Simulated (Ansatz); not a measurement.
# Resistivity from frozen vibrations: Na(100) with 4 thermally displaced layers, 2x2

Wanted: the phonon-limited resistivity of Na at 300 K by the Landauer route.

Program: Ansatz 0.2.0. Level of theory: Ansatz plane-wave DFT, PBE, PAW files; ballistic transport by layer matching (Landauer), zero bias; PAW set soft_1. Results are calculated unless marked as measured.

Report form: the programs' logs are mostly left out.

**1. Set-up**

The cell holds 56 atoms: 56 Na. Cell: a = 8.581 Å, b = 8.581 Å, c = 30.034 Å, α = 90.0°, β = 90.0°, γ = 90.0°. It derives from Na. Regions: lead, 40 atoms (40 Na); scattering region, 16 atoms (16 Na). The structure is stacked along c, and the current runs across the ab planes.

**2. With 4 displaced layers**

Each atom of 4 layers is moved at random, by amounts drawn from a normal law 0.2769 Å wide in each direction from the Debye model (158 K) at 300 K. The layers about the cell's end stay perfect and serve as the lead. Disorder leaves little or no symmetry, which makes such runs dear. Energies from -0.05 to 0.05 eV in steps of 0.05 eV are too few for the program's thermal sum, so it prints no conductance; for a metal the transmission near the Fermi level serves, at a fraction of the cost.

File input.yaml:

```yaml
crystal:
  lattice:
    - [8.5812, 0.0, 0.0]
    - [0.0, 8.5812, 0.0]
    - [0.0, 0.0, 30.0342]
  atoms:
    - { symbol: Na, position: [0.0, 0.0, 0.0357142857] }
    - { symbol: Na, position: [0.0, 0.5, 0.0357142857] }
    - { symbol: Na, position: [0.5, 0.0, 0.0357142857] }
    - { symbol: Na, position: [0.5, 0.5, 0.0357142857] }
    - { symbol: Na, position: [0.25, 0.25, 0.1071428571] }
    - { symbol: Na, position: [0.25, 0.75, 0.1071428571] }
    - { symbol: Na, position: [0.75, 0.25, 0.1071428571] }
    - { symbol: Na, position: [0.75, 0.75, 0.1071428571] }
[... 44 atom lines left out ...]
    - { symbol: Na, position: [0.25, 0.25, 0.9642857143] }
    - { symbol: Na, position: [0.25, 0.75, 0.9642857143] }
    - { symbol: Na, position: [0.75, 0.25, 0.9642857143] }
    - { symbol: Na, position: [0.75, 0.75, 0.9642857143] }
kpoints:
  mp_grid: { grid: [3, 3, 1] }
hamiltonian:
  xc: pbe
  pseudopotentials: { kind: paw, azcp: { folder: soft_1 } }
scf:
  occupations: { method: fermi_dirac, width: 0.1 }
output:
  transmission: { leads: [[0, 4]], kmesh: [6, 6], e_range: [-0.05, 0.05], de: 0.05 }
  write_potential: true
  write_density: true
  volumetric_format: npy
  elf: true
```

Command:

```sh
$ ansatz run input.yaml --threads 4 --pin off --max-ram 15360MiB --backend cpu --events-out ev --progress --plain --runs-dir out
```

It took 38 min on 4 threads of Arm Neoverse V1, shared host; peak memory 10 GiB; 2.5 h of CPU time.

Numbers from this step:

| Property | Result |
| --- | --- |
| free energy | -83238.9734 eV |
| energy at zero smearing | -83238.5526 eV |
| Fermi energy | 1.386 eV |
| cell area | 73.64 Å² |
| transmission per spin nearest the Fermi level | 4.738 |
| open channels per spin nearest the Fermi level | 4.917 |
| step of the lead's potential | 2.7 meV |

Per spin. The transmission, zone mean by energy, zero at the Fermi level:

```tsv
energy (eV)	transmission, zone mean
-0.0500	4.70
0.0000	4.74
0.0500	4.76
```

Per spin. The open channels, zone mean, lead stays at 4.92 for energy from -0.05 to 0.05 eV.

Transmission over k1 and k2. At 0.0000 eV from the Fermi level.

Ten even steps from '0' (3.96) to '9' (5.73):
```
004840
049494
994549
049494
004840
000900
```
Columns: k1 (b1) from -0.5 to 0.333; rows upwards: k2 (b2) from -0.5 to 0.333.

Open channels over k1 and k2. At 0.0000 eV from the Fermi level.

Values, 6 rows by 6 columns:
```
4.00 4.00 5.00 6.00 5.00 4.00
4.00 5.00 6.00 5.00 6.00 5.00
6.00 6.00 5.00 5.00 5.00 6.00
4.00 5.00 6.00 5.00 6.00 5.00
4.00 4.00 5.00 6.00 5.00 4.00
4.00 4.00 4.00 6.00 4.00 4.00
```
Columns: k1 (b1) from -0.5 to 0.333; rows upwards: k2 (b2) from -0.5 to 0.333.

Valence density in the ca plane at fractional y = 0.000, with atoms of Na within 0.2 Å of it. It is the smooth field of the valence electrons, not physical close to the nuclei.

Ten steps, logarithmic in the rise over the least value, from '0' (0 e/Å³) to '9' (20 e/Å³), each cell a mean:
```
00000168840000001698500000000268620000000479
00000024310000001699510000000023200000000134
00000000000000000466300000000000000000000000
00000000000000000011000000000000000000000000
00000000000000000000000000000000000000000000
00000000000000000000000000000000000000000000
00000000000000000000000000000000000000000000
00000000000000000000000000000000000000000000
00000000000000000000000000000012210000000000
00000024410000000013420000000158730000000135
00000169840000000048851000000169951000000489
00000279840000000158961000000158840000000489
00000157620000000036640000000013310000000267
00000012100000000001100000000000000000000012
00000000000000000000000000000000000000000000
00000000000000000000000000000000000000000000
00000000000000000000000000000000000000000000
00000000000000000000000000000000000000000000
00000000000000000000000000000000000000000000
00000000000000000000000000000000000000000000
00000012100000000000000000000012100000000012
00000157620000000000000000000267610000000267
00000279950000000244100000000389830000000489
```
Columns run along c (16.0 Å, from fractional 0.23 to 0.77 of the cell), rows up along a (8.6 Å). Atoms in or near the plane, at fractional coordinates: Na at (0.32, 0.00), Na at (0.32, 0.50), Na at (0.46, 0.94), Na at (0.47, 0.50), Na at (0.61, 0.01), Na at (0.61, 0.53), Na at (0.75, 0.00), Na at (0.75, 0.50).

Electrostatic potential energy in the ca plane at fractional y = 0.000, with atoms of Na within 0.2 Å of it. With pseudopotentials it is smooth inside the atoms' cores, unlike the true potential.

Ten even steps from '0' (-65 eV) to '9' (4 eV), each cell a mean:
```
99999830169999998300599999999830389999999610
99999976789999998300489999999987899999999876
99999999999999999634799999999999999999999999
99999999999999999988999999999999999999999999
99999999999999999999999999999999999999999999
99999999999999999999999999999999999999999999
99999999999999999999999999999999999999999999
99999999999999999999999999999999999999999999
99999999999999999999999999999987789999999999
99999975689999999986689999999851169999999865
99999830169999999961058999999830048999999610
99999820059999999850038999999851169999999600
99999852379999999973369999999987789999999742
99999988899999999998899999999999999999999988
99999999999999999999999999999999999999999999
99999999999999999999999999999999999999999999
99999999999999999999999999999999999999999999
99999999999999999999999999999999999999999999
99999999999999999999999999999999999999999999
99999999999999999999999999999999999999999999
99999988899999999999999999999987899999999988
99999852379999999999999999999841489999999742
99999820059999999856899999999710079999999500
```
Columns run along c (16.0 Å, from fractional 0.23 to 0.77 of the cell; values clipped at the 3rd and 97th percentile), rows up along a (8.6 Å). Atoms in or near the plane, at fractional coordinates: Na at (0.32, 0.00), Na at (0.32, 0.50), Na at (0.46, 0.94), Na at (0.47, 0.50), Na at (0.61, 0.01), Na at (0.61, 0.53), Na at (0.75, 0.00), Na at (0.75, 0.50).

ELF in the ca plane at fractional y = 0.000, with atoms of Na within 0.2 Å of it. It is the smooth field of the valence electrons, not physical close to the nuclei.

Values, 12 rows by 16 columns, each cell a mean:
```
0.46 0.16 0.43 0.27 0.41 0.21 0.44 0.37 0.26 0.44 0.14 0.46 0.13 0.47 0.14 0.45
0.53 0.35 0.09 0.16 0.60 0.33 0.31 0.21 0.36 0.49 0.23 0.09 0.29 0.53 0.32 0.09
0.53 0.52 0.44 0.51 0.59 0.58 0.25 0.29 0.55 0.51 0.51 0.48 0.58 0.55 0.51 0.42
0.53 0.50 0.34 0.42 0.53 0.58 0.54 0.44 0.56 0.54 0.40 0.18 0.39 0.58 0.50 0.32
0.51 0.28 0.13 0.11 0.45 0.49 0.14 0.13 0.28 0.53 0.14 0.34 0.14 0.54 0.27 0.14
0.44 0.14 0.46 0.32 0.32 0.36 0.26 0.50 0.14 0.46 0.16 0.46 0.25 0.44 0.15 0.47
0.45 0.16 0.43 0.27 0.36 0.37 0.22 0.47 0.14 0.48 0.11 0.34 0.13 0.48 0.15 0.45
0.51 0.36 0.09 0.16 0.48 0.46 0.14 0.09 0.36 0.53 0.32 0.13 0.31 0.54 0.34 0.08
0.51 0.53 0.49 0.54 0.42 0.43 0.42 0.44 0.56 0.53 0.48 0.44 0.51 0.53 0.53 0.44
0.52 0.50 0.37 0.45 0.46 0.43 0.42 0.49 0.54 0.54 0.43 0.27 0.46 0.54 0.51 0.33
0.51 0.27 0.14 0.11 0.44 0.41 0.17 0.25 0.51 0.53 0.14 0.19 0.16 0.53 0.26 0.15
0.44 0.14 0.45 0.32 0.34 0.25 0.23 0.16 0.36 0.44 0.20 0.50 0.17 0.46 0.14 0.46
```
Columns run along c (16.0 Å, from fractional 0.23 to 0.77 of the cell), rows up along a (8.6 Å). Atoms in or near the plane, at fractional coordinates: Na at (0.32, 0.00), Na at (0.32, 0.50), Na at (0.46, 0.94), Na at (0.47, 0.50), Na at (0.61, 0.01), Na at (0.61, 0.53), Na at (0.75, 0.00), Na at (0.75, 0.50).

Over the solved energies the transmission per spin lies between 4.70 and 4.76, out of 4.92 channels of the lead on average (up to 4.92).

**3. With 8 displaced layers**

Each atom of 8 layers is moved at random, by amounts drawn from a normal law 0.2769 Å wide in each direction from the Debye model (158 K) at 300 K. A fresh draw is used; the growth of the resistance with length is what counts.

System of this step: Na(100) with 8 thermally displaced layers, 2x2. The cell holds 72 atoms: 72 Na. Cell: a = 8.581 Å, b = 8.581 Å, c = 38.615 Å, α = 90.0°, β = 90.0°, γ = 90.0°. It derives from Na. Regions: lead, 40 atoms (40 Na); scattering region, 32 atoms (32 Na). The structure is stacked along c, and the current runs across the ab planes.

File input.yaml:

```yaml
crystal:
  lattice:
    - [8.5812, 0.0, 0.0]
    - [0.0, 8.5812, 0.0]
    - [0.0, 0.0, 38.6154]
  atoms:
    - { symbol: Na, position: [0.0, 0.0, 0.0277777778] }
    - { symbol: Na, position: [0.0, 0.5, 0.0277777778] }
    - { symbol: Na, position: [0.5, 0.0, 0.0277777778] }
    - { symbol: Na, position: [0.5, 0.5, 0.0277777778] }
    - { symbol: Na, position: [0.25, 0.25, 0.0833333333] }
    - { symbol: Na, position: [0.25, 0.75, 0.0833333333] }
    - { symbol: Na, position: [0.75, 0.25, 0.0833333333] }
    - { symbol: Na, position: [0.75, 0.75, 0.0833333333] }
[... 60 atom lines left out ...]
    - { symbol: Na, position: [0.25, 0.25, 0.9722222222] }
    - { symbol: Na, position: [0.25, 0.75, 0.9722222222] }
    - { symbol: Na, position: [0.75, 0.25, 0.9722222222] }
    - { symbol: Na, position: [0.75, 0.75, 0.9722222222] }
kpoints:
  mp_grid: { grid: [3, 3, 1] }
hamiltonian:
  xc: pbe
  pseudopotentials: { kind: paw, azcp: { folder: soft_1 } }
scf:
  occupations: { method: fermi_dirac, width: 0.1 }
output:
  transmission: { leads: [[0, 4]], kmesh: [6, 6], e_range: [-0.05, 0.05], de: 0.05 }
  write_potential: true
  write_density: true
  volumetric_format: npy
```

Wall time 50 min (4 threads); peak memory 10 GiB; 3.2 h of CPU time.

Numbers from this step:

```yaml
free_energy: -107020.5089 eV
energy_at_zero_smearing: -107019.9889 eV
fermi_energy: 1.396 eV
transmission_per_spin_nearest_the_fermi_level: 4.526
step_of_the_lead_s_potential: 4.2 meV
```

Per spin. The transmission, zone mean by energy, zero at the Fermi level:

```tsv
energy (eV)	transmission, zone mean
-0.0500	4.44
0.0000	4.53
0.0500	4.58
```

Over the solved energies the transmission per spin lies between 4.44 and 4.58, out of 4.92 channels of the lead on average (up to 4.92).

**4. With 12 displaced layers**

Each atom of 12 layers is moved at random, by amounts drawn from a normal law 0.2769 Å wide in each direction from the Debye model (158 K) at 300 K. A fresh draw is used; the growth of the resistance with length is what counts.

System of this step: Na(100) with 12 thermally displaced layers, 2x2. The cell holds 88 atoms: 88 Na. Cell: a = 8.581 Å, b = 8.581 Å, c = 47.197 Å, α = 90.0°, β = 90.0°, γ = 90.0°. It derives from Na. Regions: lead, 40 atoms (40 Na); scattering region, 48 atoms (48 Na). The structure is stacked along c, and the current runs across the ab planes.

File input.yaml:

```yaml
crystal:
  lattice:
    - [8.5812, 0.0, 0.0]
    - [0.0, 8.5812, 0.0]
    - [0.0, 0.0, 47.1966]
  atoms:
    - { symbol: Na, position: [0.0, 0.0, 0.0227272727] }
    - { symbol: Na, position: [0.0, 0.5, 0.0227272727] }
    - { symbol: Na, position: [0.5, 0.0, 0.0227272727] }
    - { symbol: Na, position: [0.5, 0.5, 0.0227272727] }
    - { symbol: Na, position: [0.25, 0.25, 0.0681818182] }
    - { symbol: Na, position: [0.25, 0.75, 0.0681818182] }
    - { symbol: Na, position: [0.75, 0.25, 0.0681818182] }
    - { symbol: Na, position: [0.75, 0.75, 0.0681818182] }
[... 76 atom lines left out ...]
    - { symbol: Na, position: [0.25, 0.25, 0.9772727273] }
    - { symbol: Na, position: [0.25, 0.75, 0.9772727273] }
    - { symbol: Na, position: [0.75, 0.25, 0.9772727273] }
    - { symbol: Na, position: [0.75, 0.75, 0.9772727273] }
kpoints:
  mp_grid: { grid: [3, 3, 1] }
hamiltonian:
  xc: pbe
  pseudopotentials: { kind: paw, azcp: { folder: soft_1 } }
scf:
  occupations: { method: fermi_dirac, width: 0.1 }
output:
  transmission: { leads: [[0, 4]], kmesh: [6, 6], e_range: [-0.05, 0.05], de: 0.05 }
  write_potential: true
  write_density: true
  volumetric_format: npy
```

The job ended after 63 min (4 threads; peak memory 9.5 GiB).

This step gave:

```yaml
free_energy: -130801.8926 eV
energy_at_zero_smearing: -130801.2638 eV
fermi_energy: 1.408 eV
transmission_per_spin_nearest_the_fermi_level: 4.034
step_of_the_lead_s_potential: 7.9 meV
```

Per spin. The transmission, zone mean by energy, zero at the Fermi level:

```tsv
energy (eV)	transmission, zone mean
-0.0500	3.94
0.0000	4.03
0.0500	4.03
```

Over the solved energies the transmission per spin lies between 3.94 and 4.03, out of 4.88 channels of the lead on average (up to 4.92).

**5. The fit**

This step: Ansatz plane-wave DFT, PBE, PAW files; ballistic transport by layer matching (Landauer), zero bias; resistivity from the slope of the area resistance; PAW set soft_1 (Ansatz 0.2.0).

This step gave:

| Property | Result |
| --- | --- |
| resistivity | 20.52 µΩ cm |
| intercept | -0.1278 fΩ m² |
| scatter about the fit | 0.03774 fΩ m² |

Resistance, by row:

```tsv
run	length (Å)	T	channels N	RA (fΩ m²)
n4	8.581	4.733	4.917	0.07497
n8	17.16	4.517	4.917	0.171
n12	25.74	4.002	4.88	0.4271
```

The area resistance by length of the displaced region:

```tsv
length of the displaced region (Å)	area resistance (fΩ m²)
8.58	0.0750
17.16	0.171
25.74	0.427
```

The area resistance goes from 0.075 to 0.43 fΩ m² between 8.6 and 25.7 Å, a slope of 21 µΩ cm.

By hand from the end points: (0.4271 − 0.07497) fΩ m² / (25.74 − 8.58) Å = 21 µΩ cm, since 1 fΩ m² per Å is 1000 µΩ cm.

**6. Results**

```json
{"resistivity from the slope": "20.5 µΩ cm", "area resistance over 8.58 Å": "0.0750 fΩ m²", "area resistance over 17.2 Å": "0.171 fΩ m²", "area resistance over 25.7 Å": "0.427 fΩ m²"}
```

What this shows: The slope gives 21 µΩ cm. The points scatter by 0.038 fΩ m² about the line, with one random draw a length in a 2x2 cell, so the slope is a rough value. The mean square of the displacements drawn is 0.78, 0.91 and 1.0 of the nominal one at the three lengths; with each resistance scaled back by that, the slope is 19 µΩ cm, the value used below. Read with a model of isotropic scattering on a spherical Fermi surface and the lead's 0.52×10¹⁵ S/m², this slope means a mean free path near 87 Å; over these lengths the model's slope is 1.12 times its bulk resistivity, which would be 17 µΩ cm. Uncorrelated displacements put too much weight on short waves, which scatter strongly; with the sideways repeat of a small cell, one draw and three short lengths, the method is good to a factor of two or three. The measured value is 4.93 µΩ cm (CRC Handbook of Chemistry and Physics, 84th ed., 2003, Electrical Resistivity of Pure Metals); the scaled slope is 3.8 times that and the corrected value 3.4: clearly high.

[Logs are printed without paths, hosts, clocks, repeated set-up lines and the standing remarks that a program may print on its own settings, such as how far it seeks lower states.]

[Hosts, paths, dates, database ids (printed as entryN), source tags and the programs' standing remarks are cut or masked in the printed files.]
